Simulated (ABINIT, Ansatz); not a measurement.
## A GW run on TiO2 (Anatase) in ABINIT, with inputs changed

A base run on TiO2 (Anatase), then changed inputs.

Main program and level: ABINIT 10.8.3; PBE and many-body steps on it, plane waves.

This is a report of a sequence of runs, with most program output left out.

## (1) Set-up

Symmetry: I4_1/amd, No. 141, tetragonal system. The conventional cell has a = 3.784 Å, b = 3.784 Å, c = 9.515 Å, α = 90.00°, β = 90.00°, γ = 90.00°. Ti has 6 O at 1.93 to 1.98 Å nearest. O has 3 Ti at 1.93 to 1.98 Å nearest. Farther neighbours and most contacts between anions are not listed.

The cell and positions come from the Crystallography Open Database and are kept as given unless a step says otherwise.

## (2) Screening, 4×4×4 mesh, 106 bands, screening to 141.5 eV

This step: ABINIT 10.8.3; RPA screening on PBE, plane waves, norm-conserving pseudopotentials.

The RPA dielectric matrix is built and inverted for each q.

Input file run.abi:

```
acell 3*1.0 Angstrom
rprim 
  -1.892100000000 1.892100000000 4.757300000000
  1.892100000000 -1.892100000000 4.757300000000
  1.892100000000 1.892100000000 -4.757300000000
ntypat 2
znucl 22 8
natom 6
typat 1 1 2 2 2 2
xred 
  0.000000000000 0.000000000000 0.000000000000
  0.750000000000 0.250000000000 0.500000000000
  0.208100000000 0.208100000000 0.000000000000
  0.958100000000 0.458100000000 0.500000000000
  0.541900000000 0.041900000000 0.500000000000
  0.791900000000 0.791900000000 0.000000000000
pp_dirpath "pseudos"
pseudos "Ti.upf, O.upf"
ecut 38
ngkpt 4 4 4
nshiftk 1
shiftk 0 0 0
kptopt 1
chksymbreak 0
istwfk *1
occopt 1
irdwfk 1
optdriver 3
nband 106
ecuteps 5.2
inclvkb 2
awtr 1
symchi 1
indata_prefix "in"
outdata_prefix "out"
tmpdata_prefix "tmp"
```

Started as:

```sh
$ OMP_NUM_THREADS=1 mpirun -n 4 abinit run.abi > log
```

Elapsed: 17 min, on 4 MPI ranks of Arm Neoverse V2, shared host; peak memory 14 GiB; 67 min of CPU time.

This step gave:

| Property | Result |
| --- | --- |
| ε∞ with local fields, on this mesh, along the program's q direction | 6.665 |
| the same without local fields | 7.037 |
| plasma frequency | 31.17 eV |
| plane waves in the screening matrix | 269 |

Local fields lower ε∞ by 5 %.

## (3) Base

The self-energy is evaluated for the states that the input lists, and the levels follow from it, in one-shot runs by the linearised quasiparticle equation.

This step: G0W0 on PBE, plane waves, norm-conserving pseudopotentials.

run.abi: that of step 2 with these lines changed.

```diff
@@ -27,8 +27,19 @@
 irdwfk 1
-optdriver 3
+optdriver 4
 nband 106
+gwcalctyp 0
+ecutsigx 38
+symsigma 1
+nkptgw 3
+kptgw 
+  0.5000000000 0.5000000000 0.0000000000
+  0.0000000000 0.0000000000 0.0000000000
+  -0.2500000000 -0.2500000000 0.2500000000
+bdgw 
+  23 26
+  23 26
+  23 26
 ecuteps 5.2
-inclvkb 2
-awtr 1
-symchi 1
+irdscr 1
+ppmodel 1
 indata_prefix "in"
```

It took 42 s on 4 MPI ranks; peak memory 9.2 GiB; 2.8 min of CPU time.

Numbers from this step:

```
G0W0 gap on the points computed              : 3.714 eV
starting gap on the mesh                     : 2.189 eV
k of the valence top                         : 0.5, 0.5, 0
k of the conduction bottom                   : 0, 0, 0
Z at the valence top                         : 0.763
Z at the conduction bottom                   : 0.786
least direct G0W0 gap on the computed points : 4.057 eV
```

The gap on the mesh goes from 2.19 eV to 3.71 eV, a correction of +1.53 eV.

## (4) More bands than the file holds

run.abi: that of step 3 with these lines changed.

```diff
@@ -28,3 +28,3 @@
 optdriver 4
-nband 106
+nband 681
 gwcalctyp 0
@@ -47 +47,2 @@
 tmpdata_prefix "tmp"
+gwmem 00
```

The job ended after 1.7 s (4 MPI ranks; peak memory 0.06 GiB).

The run stopped with an error after 1.7 s.

The program's words: Number of bands stored WFK file is less than required. WFK mband: 249, self-energy nband: 681

The fault put into this input: more bands than the file holds.

## (5) Side by side

Times are wall times on 4 MPI ranks of Arm Neoverse V2, shared host, good to a factor of about two. A run's time includes the screening step that it read.

| run | mesh | bands | screening cutoff (eV) | DFT gap (eV) | gap on the mesh (eV) | direct (eV) | ε∞ used | time |
| --- | --- | --- | --- | --- | --- | --- | --- | --- |
| base | 4×4×4 | 106 | 141.5 | 2.189 | 3.714 | 4.057 | 6.67 | 17 min |

## (6) Results

| Property | Result |
| --- | --- |
| base | 3.714 eV |
| known limits | not at the basis limit |

**Reading.** Bands and cutoff are finite, so the gap is not at the basis limit. The miss can reach some tenths of an eV and take either sign; the mesh is an error of its own. In the G0W0 run levels were corrected at 3 k points alone, so a gap called «on the mesh» is the least over those, and an edge elsewhere would be missed.

[Paths, hosts, dates, memory and timing lines, banners, echoed tables and standing remarks are left out of the program output.]

[Logs are printed without paths, hosts, clocks, repeated set-up lines and the standing remarks that a program may print on its own settings, such as how far it seeks lower states.]

[Runs of the session that timed out or met a known fault of the program may be left out.]

[Hosts, paths, dates, database ids (printed as entryN), source tags and the programs' standing remarks are cut or masked in the printed files.]

[G0W0 gaps are taken among the corrected bands and points alone; a level outside them can change the order at an edge.]

[Where Ansatz stands beside ABINIT at settings called matched, ABINIT's density can come from a denser mesh and the files from another edition; pairs whose starting gaps differed by over 0.03 eV were left out, so agreement reads better than it is.]
